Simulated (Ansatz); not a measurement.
# A hypothetical structure for YSiBOs3

This structure for YSiBOs3 is made up. Its elements were placed in a known structure type with a cell scaled to their sizes. What cell does the guess relax to, and how far off was it?

Program: Ansatz 0.2.0. Level of theory: DFT, PBE, plane-wave PAW, files of the set soft_1, scalar-relativistic, no spin, cell and ions relaxed at zero pressure; PAW set soft_1. Results are calculated unless marked as measured.

### Step 1. The structure

Symmetry: P-6m2, No. 187, hexagonal system. Conventional cell: a = 5.557 Å, b = 5.557 Å, c = 3.444 Å, α = 90.00°, β = 90.00°, γ = 120.00°. Nearest to Os lie 2 B at 2.32 Å and 2 Si at 2.39 Å and 4 Os at 2.68 to 2.88 Å and 4 Y at 3.27 Å. Y has 3 B at 3.21 Å and 3 Si at 3.21 Å and 12 Os at 3.27 Å and 2 Y at 3.44 Å nearest. Si has 6 Os at 2.39 Å and 3 B at 3.21 Å and 3 Y at 3.21 Å nearest. Nearest to B lie 6 Os at 2.32 Å and 3 Si at 3.21 Å and 3 Y at 3.21 Å. Farther neighbours are not listed.

Structure file:

```cif
data_structure
_symmetry_space_group_name_H-M 'P-6m2'
_symmetry_Int_Tables_number 187
_cell_length_a 5.5570
_cell_length_b 5.5570
_cell_length_c 3.4440
_cell_angle_alpha 90.000
_cell_angle_beta 90.000
_cell_angle_gamma 120.000
_cell_volume 92.10
loop_
_atom_site_label
_atom_site_type_symbol
_atom_site_symmetry_multiplicity
_atom_site_Wyckoff_symbol
_atom_site_fract_x
_atom_site_fract_y
_atom_site_fract_z
_atom_site_occupancy
Os1 Os 3 k 0.49410 0.98820 0.50000 1
Y1 Y 1 a 0.00000 0.00000 0.00000 1
Si1 Si 1 e 0.66667 0.33333 0.00000 1
B1 B 1 c 0.33333 0.66667 0.00000 1
```

### Step 2. Relaxation of the guess

The guess takes its coordinates from another compound and its volume from a rule, so the cell and any free coordinates are relaxed together.

File input.yaml:

```yaml
crystal:
  lattice:
    - [5.557, 0.0, 0.0]
    - [-2.7785, 4.812503169, 0.0]
    - [0.0, 0.0, 3.444]
  atoms:
    - { symbol: Os, position: [0.4941, 0.9882, 0.5] }
    - { symbol: Os, position: [0.4941, 0.5059, 0.5] }
    - { symbol: Os, position: [0.0118, 0.5059, 0.5] }
    - { symbol: "Y", position: [0.0, 0.0, 0.0] }
    - { symbol: Si, position: [0.666666667, 0.333333333, 0.0] }
    - { symbol: B, position: [0.333333333, 0.666666667, 0.0] }
kpoints:
  mp_grid: { grid: [6, 6, 8] }
scf:
  occupations: { method: fermi_dirac, width: 0.05 }
hamiltonian:
  xc: pbe
  pseudopotentials: { kind: paw, azcp: { folder: soft_1 } }
relax:
  f_tol: 0.015
  max_steps: 70
  cell: {}
output:
  forces: true
  stress: true
```

Launch:

```bash
$ ansatz run input.yaml --threads 4 --pin off --max-ram 10240MiB --backend cpu --events-out ev --progress --plain --runs-dir out
```

Numbers of over 12 decimals in the logs are rounded to 6 here.

What it wrote:

```text
Engine: ansatz 0.2.0, aarch64-unknown-linux-gnu
Pseudopotentials: kind: paw
Pseudopotential: Os, paw, valence charge 16, recommended cutoff 420 eV (normal), soft_1/Os.paw.azcp
Pseudopotential: Y, paw, valence charge 11, recommended cutoff 420 eV (normal), soft_1/Y.paw.azcp
Pseudopotential: Si, paw, valence charge 4, recommended cutoff 420 eV (normal), soft_1/Si.paw.azcp
Pseudopotential: B, paw, valence charge 3, recommended cutoff 420 eV (normal), soft_1/B.paw.azcp
Functional definition: PBE
  parameter kappa = 0.804
  parameter beta = 0.066725
  exchange = pbe_x(kappa = kappa, mu = beta*pi^2/3)
  correlation = pbe_c(beta = beta)
Crystal: 6 atoms, lattice volume = 92.103 Å³
Basis set: ecut = 420 eV, 1763 PW (Γ), exchange–correlation on 80×80×48 points (8 copies of the dense FFT grid, shifted against one another)
Bands: 40, of which v1, the nominal top of the filled ones, is band 33 counted from 1 (32 counted from 0)
Symmetry: 12 space group operations
Space group: P-6m2 (ITA 187), of the structure as read, at distance tolerance 4.5e-5 Å
k-points: 35 of 288 (time reversal used)
Non-local potential: Os, projectors of the file, l = 0: 3, l = 1: 2, l = 2: 2, l = 3: 1
Non-local potential: Y, projectors of the file, l = 0: 3, l = 1: 2, l = 2: 2, l = 3: 1
Non-local potential: Si, projectors of the file, l = 0: 2, l = 1: 2, l = 2: 1
Non-local potential: B, projectors of the file, l = 0: 2, l = 1: 2, l = 2: 1
PAW form: soft (Blöchl's): semilocal exchange-correlation on the pseudo side does not see the compensation charge
PAW one-centre angular grid: Os, 590 points (default); XC on 64 Gauss nodes
PAW one-centre angular grid: Y, 590 points (default); XC on 64 Gauss nodes
PAW one-centre angular grid: Si, 110 points (default); XC on 64 Gauss nodes
PAW one-centre angular grid: B, 110 points (default); XC on 64 Gauss nodes
Initial density: superposition of atomic densities (chi_scale 0.1, normalization cell, long waves kept (reshape's long-wave potential 0.00 eV rms))
Initial wavefunctions: pseudopotential atomic-orbital guess
Functional: x = pbe(κ = 0.804, μ = 0.219515), c = pbe(β = 0.066725)
SCF iter   1: F=—  HF=-38801.643179 eV  |F-HF|=—  |Δ(HF+E_count)|=         —  Δρ=8.15e-2  dr2=1.10e1  ethr=3.10e-3  ⟨swp⟩=6.0  Hψ=5270  notcnv=0
preconditioner: auto → Kerker (q_TF=auto, 2.581 Å⁻¹)  [metal: Δε(μ)=0.034 eV  Ē_g=8.901 eV  σ=0.050 eV  W_gap=0.17  n_scr=26 (ndim 8)  ℏωp=24.5 eV  f_vac=0.000  D(μ)=4.93/eV (n_scr^D=44)]
SCF iter   2: F=—  HF=-38800.117135 eV  |F-HF|=—  |Δ(HF+E_count)|=    1.53e0  Δρ=3.85e-2  dr2=2.49e0  ethr=3.10e-3  ⟨swp⟩=2.2  Hψ=2363  notcnv=0  defer=16
SCF iter   3: F=—  HF=-38799.720061 eV  |F-HF|=—  |Δ(HF+E_count)|=   3.97e-1  Δρ=6.72e-3  dr2=8.03e-2  ethr=3.10e-3  ⟨swp⟩=2.1  Hψ=2136  notcnv=0  defer=16
SCF iter   4: F=—  HF=-38799.704378 eV  |F-HF|=—  |Δ(HF+E_count)|=   1.57e-2  Δρ=1.33e-3  dr2=2.19e-3  ethr=1.22e-4  ⟨swp⟩=2.9  Hψ=2413  notcnv=0  defer=23
SCF iter   5: F=—  HF=-38799.704202 eV  |F-HF|=—  |Δ(HF+E_count)|=   1.76e-4  Δρ=3.94e-4  dr2=1.56e-4  ethr=3.32e-6  ⟨swp⟩=2.0  Hψ=1798  notcnv=0  defer=23
SCF iter   6: F=—  HF=-38799.704181 eV  |F-HF|=—  |Δ(HF+E_count)|=   2.12e-5  Δρ=8.61e-5  dr2=6.20e-6  ethr=2.36e-7  ⟨swp⟩=2.0  Hψ=2045  notcnv=0  defer=23
SCF iter   7: F=—  HF=-38799.704167 eV  |F-HF|=—  |Δ(HF+E_count)|=   1.44e-5  Δρ=1.38e-5  dr2=1.99e-7  ethr=9.39e-9  ⟨swp⟩=2.0  Hψ=2107  notcnv=0  defer=23
SCF iter   8: F=-38799.704167 eV  HF=-38799.704167 eV  |F-HF|=7.13e-9  |Δ(HF+E_count)|=   1.62e-8  Δρ=3.16e-6  dr2=1.35e-8  ethr=1.52e-10  ⟨swp⟩=4.0  Hψ=4552  notcnv=0
SCF 1 converged in 8 iterations: F = -38799.704167 eV  dr2 = 1.35e-8
  greatest PAW one-centre occupation: 1.000 electrons in one spin orbital (limit 2), on the Os atom at site 2 (counted from 0), in its partial waves of l = 0
relax step   1: F+E_penalty+E_count = -38799.70416677 eV  Δ(F+E_penalty+E_count) = +0.000e0 eV  max|allowed force component| = 6.710e-1 eV/Å  Δτ_max = 0.0000 Å  P = -2.874 GPa  Ω = 92.103 Å³  (8 SCF iters, dr2 threshold 1.00e-7 eV, accepted)
Crystal: 6 atoms, lattice volume = 89.965 Å³
Basis set: ecut = 420 eV, 1757 PW (Γ), exchange–correlation on 80×80×48 points (8 copies of the dense FFT grid, shifted against one another)
Initial density: handed on by an earlier stage of this run
Initial wavefunctions: those handed on with the density
iter 1 solved again at ethr=6.80e-5 eV; its pass at ethr=3.10e-3 eV (dr2=4.49e-2 eV) is discarded
SCF iter   1: F=—  HF=-38799.729558 eV  |F-HF|=—  |Δ(HF+E_count)|=         —  Δρ=4.77e-3  dr2=4.48e-2  ethr=6.80e-5  ⟨swp⟩=1.5  Hψ=6524  notcnv=0
preconditioner: auto → Kerker (q_TF=auto, 2.591 Å⁻¹)  [metal: Δε(μ)=0.014 eV  Ē_g=8.957 eV  σ=0.050 eV  W_gap=0.07  n_scr=26 (ndim 8)  ℏωp=24.8 eV  f_vac=0.000  D(μ)=4.37/eV (n_scr^D=44)]
SCF iter   2: F=—  HF=-38799.723027 eV  |F-HF|=—  |Δ(HF+E_count)|=   6.53e-3  Δρ=2.55e-3  dr2=1.46e-2  ethr=6.79e-5  ⟨swp⟩=1.1  Hψ=1404  notcnv=0
SCF iter   3: F=—  HF=-38799.720052 eV  |F-HF|=—  |Δ(HF+E_count)|=   2.98e-3  Δρ=3.15e-4  dr2=1.25e-4  ethr=2.21e-5  ⟨swp⟩=2.0  Hψ=1957  notcnv=0
SCF iter   4: F=—  HF=-38799.720019 eV  |F-HF|=—  |Δ(HF+E_count)|=   3.27e-5  Δρ=6.67e-5  dr2=7.22e-6  ethr=1.90e-7  ⟨swp⟩=2.0  Hψ=2002  notcnv=0
iter 5 did not close the SCF: its close was put off for the readings that it lacked (scf_convergence_deferred on its scf_iter line)
SCF iter   5: F=-38799.720018 eV  HF=-38799.720018 eV  |F-HF|=1.29e-7  |Δ(HF+E_count)|=   1.25e-6  Δρ=1.48e-5  dr2=2.50e-7  ethr=1.09e-8  ⟨swp⟩=2.0  Hψ=1894  notcnv=0
SCF iter   6: F=-38799.720018 eV  HF=-38799.720018 eV  |F-HF|=8.81e-9  |Δ(HF+E_count)|=   3.73e-8  Δρ=3.37e-6  dr2=1.51e-8  ethr=3.78e-10  ⟨swp⟩=2.4  Hψ=4680  notcnv=0
SCF 2 converged in 6 iterations: F = -38799.720018 eV  dr2 = 1.51e-8
relax step   2: F+E_penalty+E_count = -38799.72001774 eV  Δ(F+E_penalty+E_count) = -1.585e-2 eV  max|allowed force component| = 4.712e-1 eV/Å  Δτ_max = 0.0296 Å  P = +2.907 GPa  Ω = 89.965 Å³  energy of the carried Pulay correction = +9.605e-4 eV  (6 SCF iters, dr2 threshold 6.00e-7 eV, accepted)
Crystal: 6 atoms, lattice volume = 91.136 Å³
iter 1 solved again at ethr=1.11e-5 eV; its pass at ethr=3.10e-3 eV (dr2=7.34e-3 eV) is discarded
SCF iter   1: F=—  HF=-38799.746784 eV  |F-HF|=—  |Δ(HF+E_count)|=         —  Δρ=2.81e-3  dr2=7.50e-3  ethr=1.11e-5  ⟨swp⟩=2.0  Hψ=7283  notcnv=0
preconditioner: auto → Kerker (q_TF=auto, 2.585 Å⁻¹)  [metal: Δε(μ)=0.028 eV  Ē_g=8.888 eV  σ=0.050 eV  W_gap=0.14  n_scr=26 (ndim 8)  ℏωp=24.6 eV  f_vac=0.000  D(μ)=4.79/eV (n_scr^D=44)]
SCF iter   2: F=—  HF=-38799.745736 eV  |F-HF|=—  |Δ(HF+E_count)|=   1.05e-3  Δρ=1.42e-3  dr2=2.05e-3  ethr=1.11e-5  ⟨swp⟩=1.0  Hψ=1401  notcnv=0
SCF iter   3: F=—  HF=-38799.745370 eV  |F-HF|=—  |Δ(HF+E_count)|=   3.66e-4  Δρ=1.70e-4  dr2=3.02e-5  ethr=3.10e-6  ⟨swp⟩=2.0  Hψ=1931  notcnv=0
SCF iter   4: F=—  HF=-38799.745353 eV  |F-HF|=—  |Δ(HF+E_count)|=   1.68e-5  Δρ=3.16e-5  dr2=1.24e-6  ethr=4.58e-8  ⟨swp⟩=2.0  Hψ=1961  notcnv=0
iter 5 did not close the SCF: its close was put off for the readings that it lacked (scf_convergence_deferred on its scf_iter line)
SCF iter   5: F=-38799.745353 eV  HF=-38799.745353 eV  |F-HF|=1.35e-8  |Δ(HF+E_count)|=   1.40e-7  Δρ=7.53e-6  dr2=5.06e-8  ethr=1.88e-9  ⟨swp⟩=2.0  Hψ=2052  notcnv=0
SCF iter   6: F=-38799.745353 eV  HF=-38799.745353 eV  |F-HF|=9.60e-10  |Δ(HF+E_count)|=  6.69e-10  Δρ=1.81e-6  dr2=3.61e-9  ethr=7.66e-11  ⟨swp⟩=2.0  Hψ=4117  notcnv=0
SCF 3 converged in 6 iterations: F = -38799.745353 eV  dr2 = 3.61e-9
relax step   3: F+E_penalty+E_count = -38799.74535279 eV  Δ(F+E_penalty+E_count) = -2.534e-2 eV  max|allowed force component| = 6.027e-2 eV/Å  Δτ_max = 0.0072 Å  P = -0.388 GPa  Ω = 91.136 Å³  energy of the carried Pulay correction = +4.316e-4 eV  (6 SCF iters, dr2 threshold 6.00e-7 eV, accepted)
[...]
relax step   4: F+E_penalty+E_count = -38799.76078825 eV  Δ(F+E_penalty+E_count) = -1.544e-2 eV  max|allowed force component| = 3.252e-2 eV/Å  Δτ_max = 0.0017 Å  P = -1.194 GPa  Ω = 91.417 Å³  energy of the carried Pulay correction = +3.057e-4 eV  (6 SCF iters, dr2 threshold 6.00e-7 eV, accepted)
[...]
relax step   5: F+E_penalty+E_count = -38799.80602077 eV  Δ(F+E_penalty+E_count) = -4.523e-2 eV  max|allowed force component| = 2.774e-1 eV/Å  Δτ_max = 0.0038 Å  P = +0.411 GPa  Ω = 90.621 Å³  energy of the carried Pulay correction = +6.636e-4 eV  (6 SCF iters, dr2 threshold 6.00e-7 eV, accepted)
[...]
relax step   6: F+E_penalty+E_count = -38799.60648632 eV  Δ(F+E_penalty+E_count) = +1.995e-1 eV  max|allowed force component| = 1.769e-1 eV/Å  Δτ_max = 0.0185 Å  P = +2.235 GPa  Ω = 90.452 Å³  energy of the carried Pulay correction = +7.399e-4 eV  (6 SCF iters, dr2 threshold 6.00e-7 eV, rejected (line search))
[...]
relax step   7: F+E_penalty+E_count = -38799.80414008 eV  Δ(F+E_penalty+E_count) = +1.881e-3 eV  max|allowed force component| = 4.152e-1 eV/Å  Δτ_max = 0.0190 Å  P = -0.741 GPa  Ω = 91.241 Å³  energy of the carried Pulay correction = +3.846e-4 eV  (9 SCF iters, rejected (line search))
[...]
relax step   8: F+E_penalty+E_count = -38799.81152363 eV  Δ(F+E_penalty+E_count) = -5.503e-3 eV  max|allowed force component| = 2.402e-2 eV/Å  Δτ_max = 0.0072 Å  P = +0.041 GPa  Ω = 90.818 Å³  energy of the carried Pulay correction = +5.745e-4 eV  (8 SCF iters, accepted)
[...]
relax step   9: F+E_penalty+E_count = -38799.81198968 eV  Δ(F+E_penalty+E_count) = -4.661e-4 eV  max|allowed force component| = 7.459e-3 eV/Å  Δτ_max = 0.0011 Å  P = -0.028 GPa  Ω = 90.862 Å³  energy of the carried Pulay correction = +5.548e-4 eV  (6 SCF iters, dr2 threshold 3.95e-7 eV, accepted)
Initial wavefunctions: pseudopotential atomic-orbital guess (no wavefunctions were taken with the density)
iter 1 solved again at ethr=1.59e-7 eV; its pass at ethr=3.10e-3 eV (dr2=1.05e-4 eV) is discarded
SCF iter   1: F=—  HF=-38799.812185 eV  |F-HF|=—  |Δ(HF+E_count)|=         —  Δρ=2.43e-4  dr2=3.47e-6  ethr=1.59e-7  ⟨swp⟩=3.4  Hψ=8933  notcnv=0
preconditioner: auto → Kerker (q_TF=auto, 2.587 Å⁻¹)  [metal: Δε(μ)=0.009 eV  Ē_g=8.934 eV  σ=0.050 eV  W_gap=0.05  n_scr=32 (ndim 8)  ℏωp=24.6 eV  f_vac=0.000  D(μ)=2.92/eV (n_scr^D=26)]
SCF iter   2: F=—  HF=-38799.812279 eV  |F-HF|=—  |Δ(HF+E_count)|=   9.38e-5  Δρ=1.24e-4  dr2=8.66e-7  ethr=5.26e-9  ⟨swp⟩=2.4  Hψ=2098  notcnv=0
SCF iter   3: F=—  HF=-38799.812305 eV  |F-HF|=—  |Δ(HF+E_count)|=   2.58e-5  Δρ=6.80e-6  dr2=1.17e-8  ethr=1.31e-9  ⟨swp⟩=2.2  Hψ=2118  notcnv=0
SCF iter   4: F=—  HF=-38799.812305 eV  |F-HF|=—  |Δ(HF+E_count)|=   2.44e-8  Δρ=6.68e-7  dr2=3.17e-10  ethr=1.77e-11  ⟨swp⟩=2.1  Hψ=2249  notcnv=0
iter 5 did not close the SCF: its close was put off for the readings that it lacked (scf_convergence_deferred on its scf_iter line)
SCF iter   5: F=-38799.812305 eV  HF=-38799.812305 eV  |F-HF|=2.18e-11  |Δ(HF+E_count)|=  1.89e-10  Δρ=1.14e-7  dr2=2.13e-11  ethr=1.00e-12  ⟨swp⟩=1.1  Hψ=1413  notcnv=0
SCF iter   6: F=-38799.812305 eV  HF=-38799.812305 eV  |F-HF|=2.91e-11  |Δ(HF+E_count)|=    0.00e0  Δρ=2.76e-8  dr2=1.90e-12  ethr=1.00e-12  ⟨swp⟩=3.0  Hψ=4444  notcnv=0
SCF 10 converged in 6 iterations: F = -38799.812305 eV  dr2 = 1.90e-12
relax step  10: F+E_penalty+E_count = -38799.81230486 eV  Δ(F+E_penalty+E_count) = -3.152e-4 eV  max|allowed force component| = 7.941e-3 eV/Å  Δτ_max = 0.0000 Å  P = -0.018 GPa  Ω = 90.862 Å³  stress off target by 2.37e-2 GPa  SCF on the basis re-selected at this cell (its energy is not comparable with the rows above)  (6 SCF iters)
basis re-selected at this cell: Δ(F+E_penalty+E_count) = -3.152e-4 eV, ΔP = +0.009 GPa vs the last step (what re-selecting the basis moved, of the pressure what is left beyond the Pulay correction that the steps carried, after the strain that the cell walked since its last selection, with what the two solves' SCF thresholds leave and, on support functions, any second-order correction that the steps lacked; it is no m [...]
SCF converged after 6 iterations
Free energy (F): -38799.812305 eV
Harris-Foulkes:  -38799.812305 eV  (|F-HF|=2.91e-11)
Internal energy: -38799.788259 eV  (E = F + TS)
E sigma→0 (E₀):  -38799.800282 eV
Entropy (-TS):   -0.024046 eV (-4.008 meV/atom)
Fermi energy:    17.478531 eV
--- Per-component energies (eV) ---
  E_band       = -522.980419
  E_kinetic    = 1887.958781
  E_local      = -4706.599027  (includes V_loc(G=0)·N_el)
  E_nonlocal   = 649.753633
  E_hartree    = 1736.789300
  E_xc         = -971.836319
  E_vxc        = -1033.565282  (∫ρ·V_xc dr)
  E_paw        = -30548.669323  (= ΣΔE_a)
  E_vpaw       = -794.108538  (= ΣTr[D̂ρ^β])
  E_aug_tail   = 0.001378  (compensation charges beyond the density's cutoff)
  E_ewald      = -6847.186681
  E_smearing   = -0.024046  (= −TS)
  E_closure    = 0.000000  (closes the sum)
  Σ components = -38799.812305   (vs F -38799.812305, Δ=0.00e0)
--- Forces (eV/Å), atoms counted from 1 ---
  atom   1  Os     0.00000000    -0.00794094     0.00000000
  atom   2  Os    -0.00687706     0.00397047     0.00000000
  atom   3  Os     0.00687706     0.00397047    -0.00000000
  atom   4  Y      0.00000000    -0.00000000     0.00000000
  atom   5  Si    -0.00000000    -0.00000000     0.00000000
  atom   6  B      0.00000000     0.00000000    -0.00000000
  max |Σ_I F_I| component: 1.08e-16 eV/Å
--- Stress (GPa, compression-positive) ---
       -0.023654      -0.000000      -0.000000
        0.000000      -0.023654      -0.000000
       -0.000000      -0.000000      -0.007473
  P = ⅓ Tr σ = -0.0183 GPa (-0.183 kbar)
--- Relaxed structure (9 steps of the walk, 7 accepted, 1 SCFs on fresh bases) ---
  F+E_penalty+E_count = -38799.81230486 eV   max|allowed force component| = 7.941e-3 eV/Å   (the final SCF, on the basis selected at the relaxed cell)
  cell:  # Å, volume = 90.8622 Å³
    - [5.751468, 2.159027265523436e-17, 0]
    - [-2.875734, 4.980917, 0]
    - [0, 0, 3.171722]
  atoms:
    - { symbol: Os, position: [0.491121, 0.982242, 0.5] }
    - { symbol: Os, position: [0.491121, 0.508879, 0.5] }
    - { symbol: Os, position: [0.017758, 0.508879, 0.5] }
    - { symbol: Y, position: [1.4086794123930393e-19, 1.1264430738337866e-19, 0] }
    - { symbol: Si, position: [0.666667, 0.333333, 0] }
    - { symbol: B, position: [0.333333, 0.666667, 0] }
```

Run time: 30 s. Hardware: 4 threads of Arm Neoverse V1, shared host; peak memory 0.49 GiB; 1.9 min of CPU time.

Step by step:

| step | energy less that of the first step (eV) | largest force component (eV/Å) | pressure (GPa) | volume (Å³) |
| --- | --- | --- | --- | --- |
| 1 | 0.0000 | 0.6710 | -2.87 | 92.10 |
| 2 | -0.0159 | 0.4712 | 2.91 | 89.97 |
| 3 | -0.0412 | 0.0603 | -0.39 | 91.14 |
| 4 | -0.0566 | 0.0325 | -1.19 | 91.42 |
| 5 | -0.1019 | 0.2774 | 0.41 | 90.62 |
| 6 | 0.0977 | 0.1769 | 2.23 | 90.45 |
| 7 | -0.1000 | 0.4152 | -0.74 | 91.24 |
| 8 | -0.1074 | 0.0240 | 0.04 | 90.82 |
| 9 | -0.1078 | 0.0075 | -0.03 | 90.86 |
| 10* | -0.1081 | 0.0079 | -0.02 | 90.86 |

Relaxation steps marked * repeat the geometry before them on a plane-wave basis chosen anew for their cell, so energy and pressure can jump there. Relaxation steps 6, 7 were tried and not accepted.

The run keeps the 12 symmetry operations that it works with, so distortions that break them were not tested.

| conventional cell, symmetrised | before | after | change |
| --- | --- | --- | --- |
| a (Å) | 5.557 | 5.751 | +3.5 % |
| b (Å) | 5.557 | 5.751 | +3.5 % |
| c (Å) | 3.444 | 3.172 | -7.9 % |
| volume (Å³/atom) | 15.35 | 15.14 | -1.3 % |

The atoms that moved most (Å, as changes of fractional coordinates times the final cell):

| atom | dx | dy | dz | length |
| --- | --- | --- | --- | --- |
| Os1 | 0.000 | -0.030 | 0.000 | 0.030 |
| Os3 | 0.026 | 0.015 | 0.000 | 0.030 |
| Os2 | -0.026 | 0.015 | 0.000 | 0.030 |

The relaxed structure:

```
Os Y Si B
1.0
     5.75147    0.00000    0.00000
    -2.87573    4.98092    0.00000
     0.00000    0.00000    3.17172
Os Y Si B
3 1 1 1
Direct
  0.49112 0.98224 0.50000
  0.49112 0.50888 0.50000
  0.01776 0.50888 0.50000
  0.00000 0.00000 0.00000
  0.66667 0.33333 0.00000
  0.33333 0.66667 0.00000
```

This step gave:

```yaml
free_energy: -38799.8123 eV
energy_at_zero_smearing: -38799.8003 eV
smearing_term_ts: 0.02405 eV
fermi_energy: 17.48 eV
electrons: 66
symmetry_operations: 12
pressure: -0.01826 GPa
```

The shortest distance of each pair, which need not be the same contact before and after:

| pair | guess (Å) | relaxed (Å) |
| --- | --- | --- |
| B–Os | 2.315 | 2.233 |
| Os–Si | 2.393 | 2.361 |
| Os–Os | 2.680 | 2.723 |
| Y–Y | 3.444 | 3.172 |
| Si–Si | 3.444 | 3.172 |

The relaxation ends with a largest force component of 0.0079 eV/Å and a pressure of -0.02 GPa.

### Step 3. Summary of results

- space group, relaxed: P-6m2
- conventional cell: a = 5.751, b = 5.751, c = 3.172 Å; α = 90.0°, β = 90.0°, γ = 120.0°
- volume per atom: 15.14 Å³ (guess 15.35)

In words: YSiBOs3 relaxes to P-6m2 with a = 5.751, b = 5.751 and c = 3.172 Å. The guessed volume was near the relaxed one. The space group P-6m2 was held in the relaxation, so the end point is a stationary structure within it and may be a saddle against distortions or other arrangements. Mesh and cutoff weren't tested. Spin-orbit coupling is left out, which can matter for elements this heavy. No dispersion term is used, so weakly bound directions may come out too long. The runs have no spin, and magnetism wasn't tested. Nothing here tests whether the compound is stable against decomposition.

[Logs are printed without paths, hosts, clocks, repeated set-up lines and the standing remarks that a program may print on its own settings, such as how far it seeks lower states.]

[Hosts, paths, dates, database ids (printed as entryN), source tags and the programs' standing remarks are cut or masked in the printed files.]
